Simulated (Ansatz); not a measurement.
# What Ca3SiS (model cell, started as antiperovskite) distorts into

Aim: this structure of Ca3SiS (model cell, started as antiperovskite) is to be tested for unstable modes, and one is followed downhill.

Main program and level: Ansatz 0.2.0; DFT PBEsol, scalar-relativistic, plane waves, PAW; PAW set soft_1.

The structure was built from a prototype and need not be the compound's stable phase.

**1. Starting point**

Symmetry: Pm-3m, No. 221, cubic system. Conventional cell: a = 5.168 Å, b = 5.168 Å, c = 5.168 Å, α = 90.00°, β = 90.00°, γ = 90.00°. Si has 12 Ca at 3.65 Å nearest. Nearest to S lie 6 Ca at 2.58 Å. Nearest to Ca lie 2 S at 2.58 Å and 8 Ca at 3.65 Å and 4 Si at 3.65 Å. Farther neighbours and most contacts between anions are not listed.

**2. Response at finite wavevector**

The cell comes from relaxations at this level that are not shown. Stability and thermal properties need the whole zone. Linear response on a 2×2×2 q mesh gives force constants as far as a supercell of that size would.

input.yaml reads:

```yaml
crystal:
  lattice:
    - [5.1680341995, 0.0, 0.0]
    - [0.0, 5.1680341995, 0.0]
    - [0.0, 0.0, 5.1680341995]
  atoms:
    - { symbol: Si, position: [0.0, 0.0, 0.0] }
    - { symbol: S, position: [0.5, 0.5, 0.5] }
    - { symbol: Ca, position: [0.5, 0.5, 0.0] }
    - { symbol: Ca, position: [0.5, 0.0, 0.5] }
    - { symbol: Ca, position: [0.0, 0.5, 0.5] }
kpoints:
  mp_grid: { grid: [8, 8, 8] }
hamiltonian:
  xc: pbesol
  pseudopotentials: { kind: paw, azcp: { folder: soft_1 }, xc_functional: pbe }
scf:
  occupations: { method: methfessel_paxton, width: 0.2 }
output:
  eigenvalues: true
phonons:
  method: dfpt
  qmesh: [2, 2, 2]
  temperatures: { t_max: 1000, t_step: 50 }
  qpath:
    path:
      - [[0.0, 0.0, 0.0], [0.0, 0.5, 0.0], [0.5, 0.5, 0.0], [0.0, 0.0, 0.0], [0.5, 0.5, 0.5], [0.0, 0.5, 0.0]]
      - [[0.5, 0.5, 0.5], [0.5, 0.5, 0.0]]
    npoints: 10
```

Launch:

```console
ansatz run input.yaml --threads 8 --pin off --max-ram 16384MiB --backend cpu --events-out ev --progress --plain --runs-dir out
```

Numbers of over 12 decimals in the logs are rounded to 6 here.

What it wrote:

```text
Engine: ansatz 0.2.0, aarch64-unknown-linux-gnu
Pseudopotentials: kind: paw
Pseudopotential: Si, paw, valence charge 4, recommended cutoff 420 eV (normal), soft_1/Si.paw.azcp
Pseudopotential: S, paw, valence charge 6, recommended cutoff 420 eV (normal), soft_1/S.paw.azcp
Pseudopotential: Ca, paw, valence charge 10, recommended cutoff 420 eV (normal), soft_1/Ca.paw.azcp
Functional definition: PBEsol
  exchange = pbesol_x
  correlation = pbesol_c
Crystal: 5 atoms, lattice volume = 138.031 Å³
Basis set: ecut = 420 eV, 2721 PW (Γ), exchange–correlation on 72×72×72 points (8 copies of the dense FFT grid, shifted against one another)
Bands: 25, of which v1, the nominal top of the filled ones, is band 20 counted from 1 (19 counted from 0)
Symmetry: 48 space group operations
k-points: 35 of 512
Non-local potential: Si, projectors of the file, l = 0: 2, l = 1: 2, l = 2: 1
Non-local potential: S, projectors of the file, l = 0: 2, l = 1: 2, l = 2: 1
Non-local potential: Ca, projectors of the file, l = 0: 3, l = 1: 2, l = 2: 2
PAW form: soft (Blöchl's): semilocal exchange-correlation on the pseudo side does not see the compensation charge
PAW frozen core: Si, regenerated for the run's functional, and the local potential with it (the file was generated under x = pbe(κ = 0.804, μ = 0.219515), c = pbe(β = 0.066725))
PAW frozen core: S, regenerated for the run's functional, and the local potential with it (the file was generated under x = pbe(κ = 0.804, μ = 0.219515), c = pbe(β = 0.066725))
PAW frozen core: Ca, regenerated for the run's functional, and the local potential with it (the file was generated under x = pbe(κ = 0.804, μ = 0.219515), c = pbe(β = 0.066725))
PAW one-centre angular grid: Si, 110 points (default); XC on 64 Gauss nodes
PAW one-centre angular grid: S, 110 points (default); XC on 64 Gauss nodes
PAW one-centre angular grid: Ca, 110 points (default); XC on 64 Gauss nodes
Initial density: superposition of atomic densities (chi_scale 0.1, normalization cell, long waves kept (reshape's long-wave potential 0.00 eV rms))
Initial wavefunctions: pseudopotential atomic-orbital guess
Functional: x = pbesol(κ = 0.804, μ = 0.123457), c = pbesol(β = 0.046)
SCF iter   1: F=—  HF=-6892.202755 eV  |F-HF|=—  |Δ(HF+E_count)|=         —  Δρ=2.49e-2  dr2=1.08e0  ethr=3.10e-3  ⟨swp⟩=9.4  Hψ=10893  notcnv=0
automatic band count: the SCF goes on with 30 bands, as 25 were too few: the levels above may hold too much charge
preconditioner: auto → Kerker (q_TF=auto, 2.219 Å⁻¹)  [metal: Δε(μ)=0.033 eV  Ē_g=5.440 eV  σ=0.200 eV  W_gap=0.14  n_scr=26 (ndim 8)  ℏωp=11.8 eV  f_vac=0.000  D(μ)=0.35/eV (n_scr^D=0)]
SCF iter   2: F=—  HF=-6891.934445 eV  |F-HF|=—  |Δ(HF+E_count)|=   2.68e-1  S|Δr|=    0.00e0  Δρ=1.33e-2  dr2=3.14e-1  ethr=2.71e-3  ⟨swp⟩=2.9  Hψ=1954  notcnv=0  defer=103
SCF iter   3: F=—  HF=-6891.887215 eV  |F-HF|=—  |Δ(HF+E_count)|=   4.72e-2  S|Δr|=    0.00e0  Δρ=4.05e-3  dr2=3.48e-2  ethr=7.86e-4  ⟨swp⟩=3.0  Hψ=1876  notcnv=0  defer=103
SCF iter   4: F=—  HF=-6891.888573 eV  |F-HF|=—  |Δ(HF+E_count)|=   1.36e-3  S|Δr|=    0.00e0  Δρ=5.71e-4  dr2=8.95e-4  ethr=8.71e-5  ⟨swp⟩=2.0  Hψ=1181  notcnv=0  defer=103
SCF iter   5: F=—  HF=-6891.888533 eV  |F-HF|=—  |Δ(HF+E_count)|=   3.93e-5  S|Δr|=    0.00e0  Δρ=1.82e-4  dr2=8.07e-5  ethr=2.24e-6  ⟨swp⟩=2.4  Hψ=1491  notcnv=0  defer=103
SCF iter   6: F=—  HF=-6891.888513 eV  |F-HF|=—  |Δ(HF+E_count)|=   2.06e-5  S|Δr|=    0.00e0  Δρ=4.68e-5  dr2=8.22e-6  ethr=2.02e-7  ⟨swp⟩=2.0  Hψ=1079  notcnv=0  defer=103
SCF iter   7: F=—  HF=-6891.888509 eV  |F-HF|=—  |Δ(HF+E_count)|=   3.74e-6  S|Δr|=    0.00e0  Δρ=1.50e-5  dr2=3.30e-7  ethr=2.05e-8  ⟨swp⟩=2.0  Hψ=1201  notcnv=0  defer=103
SCF iter   8: F=—  HF=-6891.888510 eV  |F-HF|=—  |Δ(HF+E_count)|=   6.80e-7  S|Δr|=    0.00e0  Δρ=3.12e-6  dr2=1.26e-8  ethr=8.25e-10  ⟨swp⟩=2.8  Hψ=1578  notcnv=0  defer=103
SCF iter   9: F=—  HF=-6891.888510 eV  |F-HF|=—  |Δ(HF+E_count)|=   1.76e-9  S|Δr|=    0.00e0  Δρ=6.55e-7  dr2=7.82e-10  ethr=3.14e-11  ⟨swp⟩=2.6  Hψ=1604  notcnv=0  defer=103
SCF iter  10: F=—  HF=-6891.888510 eV  |F-HF|=—  |Δ(HF+E_count)|=  1.70e-10  S|Δr|=    0.00e0  Δρ=1.64e-7  dr2=4.13e-11  ethr=1.95e-12  ⟨swp⟩=1.3  Hψ=971  notcnv=0  defer=103
[...]
SCF 1 converged in 11 iterations: F = -6891.888510 eV  dr2 = 6.98e-13
  greatest PAW one-centre occupation: 0.995 electrons in one spin orbital (limit 2), on the Ca atom at site 4 (counted from 0), in its partial waves of l = 0
Initial density: read from a saved state, or passed on in memory by an earlier SCF of this step, an earlier step, the calling program or the single point that the run made first
[...]
eigensolver tolerance schedule: the retry pair's looser diagonalisation over-reported the residual by 264701.66 of it (diagonalisation noise at an unbounded share of the residual, at the tolerance the schedule requests for it); recorded, not acted on — ethr = c·dr2/N_el stays at c = 1.0e-1
preconditioner: auto → Kerker (q_TF=auto, 2.219 Å⁻¹)  [metal: Δε(μ)=0.025 eV  Ē_g=4.991 eV  σ=0.200 eV  W_gap=0.11  n_scr=26 (ndim 8)  ℏωp=11.8 eV  f_vac=0.000  D(μ)=0.30/eV (n_scr^D=0)]
[...]
SCF 2 converged in 6 iterations: F = -6891.888510 eV  dr2 = 8.30e-12
  greatest PAW one-centre occupation: 0.995 electrons in one spin orbital (limit 2), on the Ca atom at site 3 (counted from 0), in its partial waves of l = 0
k-points: 75 of 512 (irreducible under 8 space group operations, time reversal used)
[...]
preconditioner: auto → Resta (q_TF=auto, 2.219 Å⁻¹)  ε∞=6.6  [insulator: Δε(μ)=0.025 eV  Ē_g=4.998 eV  n_scr=26 (ndim 8)  ℏωp=11.8 eV  f_vac=0.000  ε∞_Penn≈6.6]
[...]
SCF iter   4: F=—  HF=-6891.889457 eV  |F-HF|=—  |Δ(HF+E_count)|=   2.24e-7  Δρ=4.30e-6  dr2=3.90e-8  ethr=1.70e-9  ⟨swp⟩=2.0  Hψ=2357  notcnv=0  defer=158
SCF iter   5: F=—  HF=-6891.889457 eV  |F-HF|=—  |Δ(HF+E_count)|=   1.39e-8  Δρ=9.40e-7  dr2=1.77e-9  ethr=9.76e-11  ⟨swp⟩=2.0  Hψ=3071  notcnv=0  defer=158
SCF iter   6: F=-6891.889457 eV  HF=-6891.889457 eV  |F-HF|=1.73e-11  |Δ(HF+E_count)|=  7.28e-11  Δρ=2.27e-7  dr2=7.54e-11  ethr=1.00e-12  ⟨swp⟩=10.6  Hψ=11040  notcnv=0
SCF 3 converged in 6 iterations: F = -6891.889457 eV  dr2 = 7.54e-11
NSCF: frozen V_eff on 7 k-points
DFPT response loops at Γ: preconditioner auto → Resta (q_TF=auto, 2.219 Å⁻¹)  ε∞=53.2 (no band partly filled); β = 1.00, the filter's whole step (`scf.mixing.beta` (0.50) is not read by the response loops at its default; to damp them type it under 1.00, their step now; it binds the ground state too); Broyden in place of MSR1
[...]
NSCF: frozen V_eff on 250 k-points
DFPT response loops at q = (0, 0, -0.5) (fractional): mixed as the last ones told, above
NSCF: frozen V_eff on 250 k-points
DFPT response loops at q = (0, -0.5, -0.5) (fractional): mixed as the last ones told, above
NSCF: frozen V_eff on 250 k-points
DFPT response loops at q = (-0.5, -0.5, -0.5) (fractional): mixed as the last ones told, above
SCF converged after 11 iterations
Stability not checked: this state was not tested for a lower state beside it, because cold or Methfessel-Paxton smearing, or corrected tetrahedra, fill the levels in a way that the test cannot read (fill_not_monotonic; see scf.lower_state_search)
Free energy (F): -6891.888510 eV
Harris-Foulkes:  -6891.888510 eV  (|F-HF|=0.00e0)
Internal energy: -6891.892730 eV  (E = F + TS)
E sigma→0 (E₀):  -6891.889565 eV
Entropy (-TS):   0.004220 eV (0.844 meV/atom)
Fermi energy:    6.873429 eV
Step filling:    the computed levels leave a gap of 0.0252 eV = 0.1 smearing widths at the electron count; against every level under it full and every level over it empty, smearing changes F+E_penalty+E_count by +0.958 meV and its σ→0 estimate by -0.097 meV
--- Per-component energies (eV) ---
  E_band       = -464.201973
  E_kinetic    = 908.805541
  E_local      = -2753.553046  (includes V_loc(G=0)·N_el)
  E_nonlocal   = 329.847953
  E_hartree    = 941.327436
  E_xc         = -523.317746
  E_vxc        = -603.869660  (∫ρ·V_xc dr)
  E_paw        = -3620.647935  (= ΣΔE_a)
  E_vpaw       = -228.087648  (= ΣTr[D̂ρ^β])
  E_aug_tail   = 0.000024  (compensation charges beyond the density's cutoff)
  E_ewald      = -2174.804850
  E_core_change = 0.449893  (= ΣΔE_core)
  E_smearing   = 0.004220  (= −TS)
  E_closure    = -0.000000  (closes the sum)
  Σ components = -6891.888510   (vs F -6891.888510, Δ=0.00e0)
--- Band table (eV; the first three rows and the last of 35) ---
  k-point 0: bands = [... 16 lower, 2.5066, 6.8594, 6.8594, 6.8594, 6.8846, 6.8846, 6.8846, 6.9484, ... 6 higher]
  k-point 1: bands = [... 16 lower, 2.4859, 5.9949, 6.4739, 6.4739, 6.9199, 7.0458, 7.2626, 7.3910, ... 6 higher]
  k-point 2: bands = [... 16 lower, 2.4371, 5.1399, 6.1973, 6.1973, 7.0123, 7.3192, 7.6046, 8.0050, ... 6 higher]
  k-point 34: bands = [... 16 lower, 0.9970, 5.3723, 5.3723, 5.3723, 7.9578, 7.9578, 7.9578, 9.1383, ... 6 higher]
--- Phonons (Γ-DFPT): 4 representative perturbations + reference (Σ response iterations 12) ---
  ASR residual: 4.676e-5 → 0.000e0 eV/Å²; symmetrization residual: 3.001e-6 eV/Å²
  ASR residual per site (eV/Å²): 4.65e-7 4.68e-5 3.73e-5 3.73e-5 3.73e-5
  Γ frequencies (cm⁻¹): -78.83 -78.83 -78.83 0.00 0.00 0.00 42.08 42.08 42.08 154.75 154.75 154.75 401.04 401.04 401.04
  Unit cell's response to a homogeneous field, on a k mesh of 12×12×12: 1 representative field direction (Σ response iterations 10)
  ε∞ (high-frequency dielectric tensor):
       46.672906    -0.000000     0.000000
       -0.000000    46.672906     0.000000
        0.000000     0.000000    46.672906
  ε⁰ (static dielectric tensor): not given — the deck does not say what the cell's rigid motions are, and on a molecule in a box or a wire the rigid rotations would enter the sum over the modes at Γ. For a crystal or a slab, whose only rigid motions are the translations, set phonons.rigid_motions: translations.
  Born effective charges Z* (e; rows j = field, columns β = displacement):
    site 0:
        -5.97735   -0.00000    0.00000
        -0.00000   -5.97735    0.00000
        -0.00000    0.00000   -5.97735
    site 1:
        -5.01807   -0.00000    0.00000
         0.00000   -5.01807    0.00000
         0.00000    0.00000   -5.01807
    site 2:
         3.96100   -0.00000    0.00000
         0.00000    3.96100    0.00000
         0.00000    0.00000    3.07341
    site 3:
         3.96100    0.00000   -0.00000
         0.00000    3.07341    0.00000
        -0.00000    0.00000    3.96100
    site 4:
         3.07341    0.00000    0.00000
        -0.00000    3.96100    0.00000
        -0.00000    0.00000    3.96100
  Z* charge neutrality: 2.202e-6 e pre-enforcement
  k-mesh period / interband length: 62.0 Å / 9.24 Å = 6.71 at k = (0.0000, 0.0000, 0.0000), direct gap 0.023 eV — UNDER 14: by this measure the k-mesh is too coarse for the response
  optical modes at Γ without the LO–TO term, one row a degenerate level:
      ω (cm⁻¹)  modes    IR ((D/Å)²/amu)
        -78.83      3           156.4951
         42.08      3             0.0000
        154.75      3             0.4308
        401.04      3            55.9874
  optical modes at Γ + LO–TO along q̂ = [1.0000, 0.0000, 0.0000]:
      ω (cm⁻¹)  modes    IR ((D/Å)²/amu)
        -78.83      2           104.3301
         42.08      3             0.0000
        101.59      1            47.4145
        154.75      2             0.2872
        155.08      1             0.6352
        401.04      2            37.3250
        409.51      1            22.9214
  optical modes at Γ + LO–TO along q̂ = [0.0000, 1.0000, 0.0000]:
      ω (cm⁻¹)  modes    IR ((D/Å)²/amu)
        -78.83      2           104.3301
         42.08      3             0.0000
        101.59      1            47.4145
        154.75      2             0.2872
        155.08      1             0.6352
        401.04      2            37.3250
        409.51      1            22.9214
  optical modes at Γ + LO–TO along q̂ = [0.0000, 0.0000, 1.0000]:
      ω (cm⁻¹)  modes    IR ((D/Å)²/amu)
        -78.83      2           104.3301
         42.08      3             0.0000
        101.59      1            47.4145
        154.75      2             0.2872
        155.08      1             0.6352
        401.04      2            37.3250
        409.51      1            22.9214
--- Phonons (arbitrary-q DFPT): 4 irreducible q on the 2×2×2 mesh ---
  q = [0.0000, 0.0000, 0.0000] (star 1, of the zone-centre solve; hermiticity 4.63e-7, symmetrization 1.56e-13): -78.83 -78.83 -78.83 -0.00 0.00 0.00 42.08 42.08 42.08 154.75 154.75 154.75 401.04 401.04 401.04
  q = [0.0000, 0.0000, -0.5000] (star 3, 9 solved perturbations in 975 linear systems a pass and spin channel, the states on 125 of 512 k-point pairs; hermiticity 7.01e-7, symmetrization 1.45e-7): -44.05 -44.05 -21.35 -21.35 24.56 94.79 94.79 111.83 128.55 134.00 134.00 311.04 318.08 401.90 401.90
  q = [0.0000, -0.5000, -0.5000] (star 3, 9 solved perturbations in 975 linear systems a pass and spin channel, the states on 125 of 512 k-point pairs; hermiticity 4.79e-7, symmetrization 1.94e-8): -106.52 -58.90 -58.90 48.90 48.90 60.64 114.76 126.58 126.58 161.69 286.33 309.84 309.84 341.25 401.84
  q = [-0.5000, -0.5000, -0.5000] (star 1, 4 solved perturbations in 350 linear systems a pass and spin channel, the states on 125 of 512 k-point pairs; hermiticity 3.37e-7, symmetrization 2.18e-8): -104.72 -104.72 -104.72 -29.22 -29.22 -29.22 159.66 159.66 159.66 286.81 286.81 310.72 310.72 310.72 349.44
  sum rule: each row above includes the acoustic sum rule's correction from the zone centre's row sums; it moved no ω² by more than (0.63 cm⁻¹)²
  mesh force constants: q→R imaginary residual 2.34e-18; ASR residual 4.676e-5 → 0.000e0 eV/Å²; symmetrization residual 1.066e-14 eV/Å²
  interpolated dispersion: 63 rows × 15 modes
  density of states and harmonic sums: on the 12×12×12 q-mesh, interpolated from the force constants of a 2×2×2 supercell (with the dipole–dipole term)
  largest difference from the sums on the solved wave vectors: F 2.51e-1 eV, S 3.35e-4 and C_V 8.47e-5 eV/K
  zero-point energy: 0.139566 eV/cell   skipped modes (ω ≤ 0): 274, of them read as no rigid motion or as one in doubt: 271 (3.140e0 modes/cell left out, lowest -106.52 cm⁻¹)   left out of the sums: 2.09e-1 of the cell's modes: C_V's classical limit lies that fraction below 3 k_B per atom; for a crystal, a wire or a layer, F and S can be off by more, and a phonons.interpolated_qmesh denser along its periods is the remedy for the sampling
```

Elapsed: 2.4 min, on 8 threads of Arm Neoverse V2, shared host; peak memory 2.6 GiB; 19 min of CPU time.

This step gave:

```yaml
volume_per_atom: 27.61 Å³
gap_on_the_k_mesh: 0.02521 eV
sum_rule_residual_before_enforcement: 4.68e-5 eV/Å²
lowest_frequency_on_the_path: -106.5 cm⁻¹
point_group: m-3m
highest_frequency_on_the_path_or_at_a_solved_wavevector: 409.5 cm⁻¹
highest_optical_mode_at_the_zone_centre_no_lo_to_term: 401.0 cm⁻¹
lowest_optical_zone_centre_mode: -78.83 cm⁻¹
lowest_mode_on_the_q_mesh_acoustic_modes_at_gamma_apart: -106.5 cm⁻¹
```

Frequencies (cm⁻¹) solved at each irreducible wavevector; negative means imaginary. Frequencies by wavevector, by row:

```tsv
q in reciprocal lattice units	star	mode 1	mode 2	mode 3	mode 4	mode 13	mode 14	mode 15
0 0 0	1	-78.8	-78.8	-78.8	0	401	401	401
0 0 -0.5	3	-44	-44	-21.4	-21.4	318.1	401.9	401.9
0 -0.5 -0.5	3	-106.5	-58.9	-58.9	48.9	309.8	341.2	401.8
-0.5 -0.5 -0.5	1	-104.7	-104.7	-104.7	-29.2	310.7	310.7	349.4
```

Interpolated from a 2×2×2 q mesh. Phonon branches along the path, in cm⁻¹:

```tsv
point	branch 1	branch 2	branch 3	branch 4	branch 12	branch 13	branch 14	branch 15
Γ	-79	-79	0	0	155	401	401	410
halfway	-64	-64	24	24	210	386	402	402
X	-44	-44	-21	-21	311	318	402	402
halfway	-91	-35	-34	-25	311	314	383	402
M	-106	-59	-59	49	310	310	341	402
halfway	-80	-52	-45	36	214	374	391	402
Γ	-79	-79	0	0	155	401	401	410
halfway	-76	-75	-75	33	219	374	374	395
R	-105	-105	-105	-29	311	311	311	349
halfway	-92	-84	-69	26	311	312	375	389
X	-44	-44	-21	-21	311	318	402	402
jump to R	-105	-105	-105	-29	311	311	311	349
halfway	-106	-86	-86	9	310	310	333	384
M	-106	-59	-59	49	310	310	341	402
```

Symmetry leaves 4 wavevectors to solve. The lowest mode among them, the acoustic zeros apart, lies at q = (0, -0.5, -0.5) and is imaginary, 106.5i cm⁻¹, so the energy falls along it.

**3. The mode frozen in, largest atomic shift 0 Å**

The mode followed lies at q = (-0.5, -0.5, -0.5) with frequency 104.7i cm⁻¹ and is 3-fold degenerate, one of the unstable modes though not the softest. At small amplitude the distorted cell has space group no. 140 by a symmetry search on the positions. The undistorted cell that holds it gives the zero of energy on the same k mesh.

System of this step: Ca3SiS (model cell, started as antiperovskite). Symmetry: Pm-3m, No. 221, cubic system. The conventional cell has a = 5.168 Å, b = 5.168 Å, c = 5.168 Å, α = 90.00°, β = 90.00°, γ = 90.00°. Nearest to Si lie 12 Ca at 3.65 Å. S has 6 Ca at 2.58 Å nearest. Nearest to Ca lie 2 S at 2.58 Å and 8 Ca at 3.65 Å and 4 Si at 3.65 Å. Farther neighbours and most contacts between anions are not listed.

input.yaml, the sections that differ from step 2:

```yaml
crystal:
  lattice:
    - [5.1680341995, 5.1680341995, 0.0]
    - [5.1680341995, 0.0, 5.1680341995]
    - [5.1680341995, 0.0, -5.1680341995]
  atoms:
    - { symbol: Si, position: [0.0, 0.0, 0.0] }
    - { symbol: Si, position: [0.0, 0.5, 0.5] }
    - { symbol: S, position: [0.5, 0.25, 0.75] }
    - { symbol: S, position: [0.5, 0.75, 0.25] }
    - { symbol: Ca, position: [0.5, 0.5, 0.5] }
    - { symbol: Ca, position: [0.5, 0.0, 0.0] }
    - { symbol: Ca, position: [0.0, 0.5, 0.0] }
    - { symbol: Ca, position: [0.0, 0.0, 0.5] }
    - { symbol: Ca, position: [0.5, 0.5, 0.0] }
    - { symbol: Ca, position: [0.5, 0.0, 0.5] }
output:
  forces: true
  stress: true
  eigenvalues: true
# kpoints, hamiltonian, scf: as in step 2
# phonons: removed
```

What it wrote:

```text
[...]
Crystal: 10 atoms, lattice volume = 276.062 Å³
Basis set: ecut = 420 eV, 5329 PW (Γ), exchange–correlation on 100×100×100 points (8 copies of the dense FFT grid, shifted against one another)
Bands: 50, of which v1, the nominal top of the filled ones, is band 40 counted from 1 (39 counted from 0)
Symmetry: 96 space group operations
[...]
k-points: 29 of 512
[...]
k-point 0: bands = [... 36 lower, 5.3729, 6.8601, 6.8601, 6.8601, 6.8835, 6.8835, 6.8835, 6.9484, ... 6 higher]
  k-point 1: bands = [... 36 lower, 5.3768, 6.2320, 6.4562, 6.4562, 6.9622, 6.9622, 7.1083, 7.3944, ... 6 higher]
  k-point 2: bands = [... 36 lower, 5.3992, 5.6540, 6.0890, 6.0890, 7.1418, 7.1418, 7.3332, 7.9274, ... 6 higher]
  k-point 28: bands = [... 36 lower, 5.5120, 5.5120, 6.0494, 6.0494, 7.4649, 7.4649, 8.1893, 8.1893, ... 6 higher]
[key lines of the parts left out:]
SCF converged after 8 iterations
Free energy (F): -13783.778412 eV
Fermi energy:    6.870934 eV
P = ⅓ Tr σ = 0.0067 GPa (0.067 kbar)
```

The job ended after 2.8 s (8 threads; peak memory 1 GiB).

This step gave:

```yaml
pressure: 0.006677 GPa
gap_on_the_k_mesh: 0.02340 eV
energy_from_the_undistorted_cell: 0 meV/atom
```

The run ends at a pressure of 0.01 GPa.

[end of part 1 of 3]

[Logs are printed without paths, hosts, clocks, repeated set-up lines and the standing remarks that a program may print on its own settings, such as how far it seeks lower states.]

[Hosts, paths, dates, database ids (printed as entryN), source tags and the programs' standing remarks are cut or masked in the printed files.]
